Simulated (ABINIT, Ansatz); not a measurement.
**Re (Rhenium): phonons by linear response**

How does Re (Rhenium) vibrate, and is this structure a minimum?

Method: DFT PBE, scalar-relativistic, plane waves, PseudoDojo norm-conserving pseudopotentials, in ABINIT 10.8.3.

## Step 1: The starting structure

It takes space group P6_3/mmc (No. 194, hexagonal). Conventional cell: a = 2.761 Å, b = 2.761 Å, c = 4.458 Å, α = 90.00°, β = 90.00°, γ = 120.00°. Nearest to Re lie 12 Re at 2.74 to 2.76 Å.

Structure file:

```cif
data_structure
_symmetry_space_group_name_H-M 'P 1'
_symmetry_Int_Tables_number 1
_cell_length_a 2.7608
_cell_length_b 2.7608
_cell_length_c 4.4582
_cell_angle_alpha 90.000
_cell_angle_beta 90.000
_cell_angle_gamma 120.000
_cell_volume 29.43
loop_
_atom_site_label
_atom_site_type_symbol
_atom_site_fract_x
_atom_site_fract_y
_atom_site_fract_z
_atom_site_occupancy
Re1 Re 0.33333 0.66667 0.25000 1
Re2 Re 0.66667 0.33333 0.75000 1
```

## Step 2: A probe with smearing

A first run with smearing and empty bands tells whether the crystal has a gap, which decides between fixed occupations and smearing later on.

File probe.abi:

```
# ground state
tolvrs 1.0d-08
prtden 1
prtwf 1

# basis, mesh and filling
ecut 30.0
ngkpt 9 9 4
nshiftk 1
shiftk 0.0 0.0 0.0
istwfk *1
occopt 7
tsmear 0.005
nband 23
nstep 100
diemac 9.0
prtebands 0
prtgsr 0

# cell and atoms
acell 5.217155885 5.217155885 8.424777009
rprim 
    1.0 0.0 0.0
    -0.5 0.8660254038 0.0
    0.0 0.0 1.0
ntypat 1
znucl 75
natom 2
typat 1 1
xred 
    1/3 2/3 0.25
    2/3 1/3 0.75
pp_dirpath "./pseudo"
pseudos "Re.upf"
```

Launch:

```
> OMP_NUM_THREADS=1 mpirun -n 16 abinit probe.abi > probe.log
```

Numbers of over 12 decimals in the logs are rounded to 6 here.

probe.abo, the main output file:

```text
[banners, grids, parts of the stress and lines that vanish by symmetry left out]
- input  file    -> probe.abi
- output file    -> probe.abo
- root for input  files -> probei
[...]
Symmetries : space group P6_3/m m c (#194); Bravais hP (primitive hexag.)
[...]
mpw =        1576          nfft =       32805          nkpt =          36
[...]
== DATASET  1 ==================================================================
[...]
-    --> not optimal distribution: autoparal keyword recommended in input file <--
[...]
cutoff_energies: {ecut:  30.0, pawecutdg:  -1.0, }
[...]
ETOT  1  -173.50122035486    -1.735E+02 1.174E-01 3.598E+01
 ETOT  2  -173.58494162824    -8.372E-02 2.252E-02 7.967E+00
 ETOT  3  -173.58758051140    -2.639E-03 4.556E-03 3.185E-03
 ETOT  4  -173.58758405991    -3.549E-06 2.652E-03 5.911E-05
 ETOT  5  -173.58758407869    -1.877E-08 3.073E-04 2.367E-06
 ETOT  6  -173.58758407962    -9.308E-10 6.278E-04 1.457E-08
 ETOT  7  -173.58758407962    -6.111E-12 2.090E-04 5.002E-11
 At SCF step    7       vres2   =  5.00E-11 < tolvrs=  1.00E-08 =>converged.
[...]
sigma(1 1)= -1.81076756E-04  sigma(3 2)=  0.00000000E+00
  sigma(2 2)= -1.81076757E-04  sigma(3 1)=  0.00000000E+00
  sigma(3 3)= -1.91676918E-04  sigma(2 1)=  0.00000000E+00
[...]
convergence: {deltae: -6.111E-12, res2:  5.002E-11, residm:  2.090E-04, diffor: null, }
etotal    :  -1.73587584E+02
[...]
sigma(1 1)= -1.81076756E-04  sigma(3 2)=  0.00000000E+00
  sigma(2 2)= -1.81076757E-04  sigma(3 1)=  0.00000000E+00
  sigma(3 3)= -1.91676918E-04  sigma(2 1)=  0.00000000E+00
[...]
- sigma(1 1)= -5.32746209E+00  sigma(3 2)=  0.00000000E+00
- sigma(2 2)= -5.32746213E+00  sigma(3 1)=  0.00000000E+00
- sigma(3 3)= -5.63932964E+00  sigma(2 1)=  0.00000000E+00
[...]
fcart     -1.5483408676E-28  2.9797833890E-29 -0.0000000000E+00
           strten     -1.8107675584E-04 -1.8107675731E-04 -1.9167691840E-04
================================================================================

[key lines of the parts left out:]
pressure_GPa:   5.4314E+00
```

Wall time 5.3 s (16 MPI ranks of Arm Neoverse V1, shared host).

This step gave:

```
volume per atom   : 14.71 Å³
pressure          : 5.431 GPa
gap on the k-mesh : 0 eV
```

No gap opens on this mesh, so smearing is kept; the printed pressure holds the stress of the finite basis too.

## Step 3: Relaxation

The harmonic expansion needs vanishing forces, and a free crystal bears no stress, so cell and atoms are brought to rest. Stress is more sensitive to the basis than forces are: the last 3 Ha under the cutoff are smoothed with ecutsm, and the cutoff is raised above that of the later runs.

File relax.abi:

```
# relaxation
ionmov 2
optcell 2
dilatmx 1.08
ntime 40
tolmxf 1.0d-05
tolvrs 1.0d-14
prtwf 0
prtden 0
chksymtnons 0

# basis, mesh and filling
ecut 38.0
ecutsm 3.0
ngkpt 12 12 6
nshiftk 1
shiftk 0.0 0.0 0.0
istwfk *1
occopt 7
tsmear 0.01
nband 23
nstep 100
diemac 1000000.0
prtebands 0
prtgsr 0

# cell and atoms
acell 5.217155885 5.217155885 8.424777009
rprim 
    1.0 0.0 0.0
    -0.5 0.8660254038 0.0
    0.0 0.0 1.0
ntypat 1
znucl 75
natom 2
typat 1 1
xred 
    1/3 2/3 0.25
    2/3 1/3 0.75
pp_dirpath "./pseudo"
pseudos "Re.upf"
```

Launch:

```
> OMP_NUM_THREADS=1 mpirun -n 16 abinit relax.abi > relax.log
```

relax.abo, the main output file:

```text
[banners, grids, parts of the stress and lines that vanish by symmetry left out]
- input  file    -> relax.abi
- output file    -> relax.abo
- root for input  files -> relaxi
[...]
Symmetries : space group P6_3/m m c (#194); Bravais hP (primitive hexag.)
[...]
mpw =        2826          nfft =       55296          nkpt =          76
[...]
== DATASET  1 ==================================================================
[...]
cutoff_energies: {ecut:  38.0, pawecutdg:  -1.0, }
[...]
ETOT  1  -173.49620037629    -1.735E+02 2.426E-01 5.990E+01
 ETOT  2  -173.58675694808    -9.056E-02 1.265E-01 9.717E+00
 ETOT  3  -173.58868904235    -1.932E-03 1.061E-02 2.443E-03
 ETOT  4  -173.58869087168    -1.829E-06 5.829E-03 7.518E-05
 ETOT  5  -173.58869088400    -1.232E-08 1.267E-03 1.729E-07
[...]
At SCF step    9       vres2   =  5.83E-16 < tolvrs=  1.00E-14 =>converged.
[...]
sigma(1 1)= -1.97470317E-04  sigma(3 2)=  0.00000000E+00
  sigma(2 2)= -1.97470319E-04  sigma(3 1)=  0.00000000E+00
  sigma(3 3)= -2.30870477E-04  sigma(2 1)=  0.00000000E+00
[...]
convergence: {deltae:  8.527E-14, res2:  5.828E-16, residm:  7.835E-04, diffor: null, }
etotal    :  -1.73588691E+02
[...]
ETOT  1  -173.58649601077    -1.736E+02 6.559E-04 1.316E+01
[...]
At SCF step    9       vres2   =  6.10E-17 < tolvrs=  1.00E-14 =>converged.
[...]
sigma(1 1)=  3.56741333E-05  sigma(3 2)=  0.00000000E+00
  sigma(2 2)=  3.56741318E-05  sigma(3 1)=  0.00000000E+00
  sigma(3 3)=  2.16521188E-05  sigma(2 1)=  0.00000000E+00
[...]
convergence: {deltae: -1.990E-13, res2:  6.098E-17, residm:  8.497E-05, diffor: null, }
etotal    :  -1.73589020E+02
[...]
ETOT  1  -173.58898460894    -1.736E+02 3.369E-02 2.236E-01
[...]
At SCF step    8       vres2   =  5.07E-16 < tolvrs=  1.00E-14 =>converged.
[...]
sigma(1 1)=  4.00941864E-06  sigma(3 2)=  0.00000000E+00
  sigma(2 2)=  4.00941720E-06  sigma(3 1)=  0.00000000E+00
  sigma(3 3)= -5.00679656E-06  sigma(2 1)=  0.00000000E+00
[...]
convergence: {deltae: -3.411E-12, res2:  5.067E-16, residm:  4.815E-05, diffor: null, }
etotal    :  -1.73589028E+02
[...]
ETOT  1  -173.58902751585    -1.736E+02 3.997E-05 3.795E-03
[...]
At SCF step    7       vres2   =  6.31E-15 < tolvrs=  1.00E-14 =>converged.
[...]
sigma(1 1)=  1.05508992E-06  sigma(3 2)=  0.00000000E+00
  sigma(2 2)=  1.05508848E-06  sigma(3 1)=  0.00000000E+00
  sigma(3 3)= -3.56484968E-06  sigma(2 1)=  0.00000000E+00
[...]
convergence: {deltae: -2.160E-12, res2:  6.315E-15, residm:  8.895E-06, diffor: null, }
etotal    :  -1.73589028E+02
[...]
ETOT  1  -173.58902768552    -1.736E+02 6.264E-06 3.449E-03
[...]
At SCF step    7       vres2   =  4.93E-16 < tolvrs=  1.00E-14 =>converged.
[...]
sigma(1 1)= -2.05795140E-07  sigma(3 2)=  0.00000000E+00
  sigma(2 2)= -2.05796576E-07  sigma(3 1)=  0.00000000E+00
  sigma(3 3)= -3.49252176E-07  sigma(2 1)=  0.00000000E+00
[...]
convergence: {deltae: -8.527E-14, res2:  4.929E-16, residm:  1.065E-05, diffor: null, }
etotal    :  -1.73589028E+02
[...]
ETOT  1  -173.58902843198    -1.736E+02 8.902E-06 1.626E-05
[...]
ETOT  5  -173.58902843517    -2.274E-13 1.887E-06 3.035E-12
 ETOT  6  -173.58902843518    -1.450E-12 5.224E-06 7.437E-15
 At SCF step    6       vres2   =  7.44E-15 < tolvrs=  1.00E-14 =>converged.
[...]
sigma(1 1)= -2.89751730E-08  sigma(3 2)=  0.00000000E+00
  sigma(2 2)= -2.89766089E-08  sigma(3 1)=  0.00000000E+00
  sigma(3 3)= -2.64219360E-08  sigma(2 1)=  0.00000000E+00
[...]
convergence: {deltae: -1.450E-12, res2:  7.437E-15, residm:  5.224E-06, diffor: null, }
etotal    :  -1.73589028E+02
[...]
At Broyd/MD step   6, gradients are converged :
[...]
sigma(1 1)= -2.89751730E-08  sigma(3 2)=  0.00000000E+00
  sigma(2 2)= -2.89766089E-08  sigma(3 1)=  0.00000000E+00
  sigma(3 3)= -2.64219360E-08  sigma(2 1)=  0.00000000E+00
[...]
- sigma(1 1)= -8.52479022E-04  sigma(3 2)=  0.00000000E+00
- sigma(2 2)= -8.52521266E-04  sigma(3 1)=  0.00000000E+00
- sigma(3 3)= -7.77360195E-04  sigma(2 1)=  0.00000000E+00
[...]
fcart     -0.0000000000E+00 -1.1862791926E-28 -6.2006098377E-32
           strten     -2.8975173025E-08 -2.8976608855E-08 -2.6421935979E-08
================================================================================

[key lines of the parts left out:]
pressure_GPa:   8.2745E-04
Total energy (etotal) [Ha]= -1.73589028435175E+02
```

Run time: 58 s. Hardware: 16 MPI ranks.

Step by step:

| step | energy less that of the first step (eV) | largest force (eV/Å) | volume (Å³) |
| --- | --- | --- | --- |
| 1 | 0.0000 | 0.0000 | 29.43 |
| 2 | -0.0089 | 0.0000 | 29.98 |
| 3 | -0.0092 | 0.0000 | 29.91 |
| 4 | -0.0092 | 0.0000 | 29.91 |
| 5 | -0.0092 | 0.0000 | 29.91 |
| 6 | -0.0092 | 0.0000 | 29.91 |

| conventional cell, symmetrised | before | after | change |
| --- | --- | --- | --- |
| a (Å) | 2.761 | 2.774 | +0.5 % |
| b (Å) | 2.761 | 2.774 | +0.5 % |
| c (Å) | 4.458 | 4.488 | +0.7 % |
| volume (Å³/atom) | 14.71 | 14.95 | +1.6 % |

The relaxed structure:

```
Re
1.0
     2.77391    0.00000    0.00000
    -1.38696    2.40228    0.00000
     0.00000    0.00000    4.48824
Re
2
Cartesian
  0.0000 1.6015 1.1221
  1.3870 0.8008 3.3662
```

Numbers from this step:

```
volume per atom : 14.95 Å³
pressure        : 8.27e-4 GPa
```

The volume changes by +1.6 % in this run and stands +1.6 % from the first cell.

## Step 4: Ground state

First-order wavefunctions inherit every error of the ground state, hence the very tight tolvrs. Smearing stays on, as the first look found no gap above 0.3 eV.

File gs.abi:

```
# ground state
tolvrs 1.0d-16
prtden 1
prtwf 1

# basis, mesh and filling
ecut 30.0
ngkpt 12 12 6
nshiftk 1
shiftk 0.0 0.0 0.0
istwfk *1
occopt 7
tsmear 0.01
nband 23
nstep 100
diemac 1000000.0
prtebands 0
prtgsr 0

# cell and atoms
acell 5.241934459 5.241934459 8.481541073
rprim 
    1.0 0.0 0.0
    -0.5 0.8660254038 0.0
    0.0 0.0 1.0
ntypat 1
znucl 75
natom 2
typat 1 1
xred 
    1/3 2/3 0.25
    2/3 1/3 0.75
pp_dirpath "./pseudo"
pseudos "Re.upf"
```

Launch:

```
> OMP_NUM_THREADS=1 mpirun -n 16 abinit gs.abi > gs.log
```

gs.abo, the main output file:

```text
[banners, grids, parts of the stress and lines that vanish by symmetry left out]
- input  file    -> gs.abi
- output file    -> gs.abo
- root for input  files -> gsi
[...]
Symmetries : space group P6_3/m m c (#194); Bravais hP (primitive hexag.)
[...]
mpw =        1605          nfft =       32805          nkpt =          76
[...]
== DATASET  1 ==================================================================
[...]
cutoff_energies: {ecut:  30.0, pawecutdg:  -1.0, }
[...]
ETOT  1  -173.50628710760    -1.735E+02 1.575E-01 3.748E+01
 ETOT  2  -173.58661506351    -8.033E-02 3.619E-02 6.595E+00
 ETOT  3  -173.58885128764    -2.236E-03 2.563E-03 1.587E-03
 ETOT  4  -173.58885262740    -1.340E-06 3.153E-03 4.908E-05
 ETOT  5  -173.58885264095    -1.354E-08 7.425E-04 1.354E-07
[...]
ETOT  9  -173.58885264098     0.000E+00 2.018E-04 1.173E-15
 ETOT 10  -173.58885264098     1.705E-13 2.340E-04 2.393E-18
 At SCF step   10       vres2   =  2.39E-18 < tolvrs=  1.00E-16 =>converged.
[...]
sigma(1 1)=  1.13587412E-05  sigma(3 2)=  0.00000000E+00
  sigma(2 2)=  1.13587397E-05  sigma(3 1)=  0.00000000E+00
  sigma(3 3)=  1.14051205E-05  sigma(2 1)=  0.00000000E+00
[...]
convergence: {deltae:  1.705E-13, res2:  2.393E-18, residm:  2.340E-04, diffor: null, }
etotal    :  -1.73588853E+02
[...]
sigma(1 1)=  1.13587412E-05  sigma(3 2)=  0.00000000E+00
  sigma(2 2)=  1.13587397E-05  sigma(3 1)=  0.00000000E+00
  sigma(3 3)=  1.14051205E-05  sigma(2 1)=  0.00000000E+00
[...]
- sigma(1 1)=  3.34185703E-01  sigma(3 2)=  0.00000000E+00
- sigma(2 2)=  3.34185661E-01  sigma(3 1)=  0.00000000E+00
- sigma(3 3)=  3.35550231E-01  sigma(2 1)=  0.00000000E+00
[...]
fcart     -5.1367395839E-29 -2.6691281833E-28 -6.5018106610E-26
           strten      1.1358741183E-05  1.1358739747E-05  1.1405120530E-05
================================================================================

[key lines of the parts left out:]
pressure_GPa:  -3.3464E-01
```

Elapsed: 9.9 s, on 16 MPI ranks.

This step gave:

| Item | Value |
| --- | --- |
| pressure | -0.3346 GPa |

The cell stands at -0.33 GPa: the relaxation ran with a smoothed and higher cutoff, and the difference is a stress of the finite basis.

(Part 1 of 4 ends here.)

[Host names and launcher messages were left out of these logs when they were recorded.]

[Logs are printed without paths, hosts, clocks, repeated set-up lines and the standing remarks that a program may print on its own settings, such as how far it seeks lower states.]

[Hosts, paths, dates, database ids (printed as entryN), source tags and the programs' standing remarks are cut or masked in the printed files.]
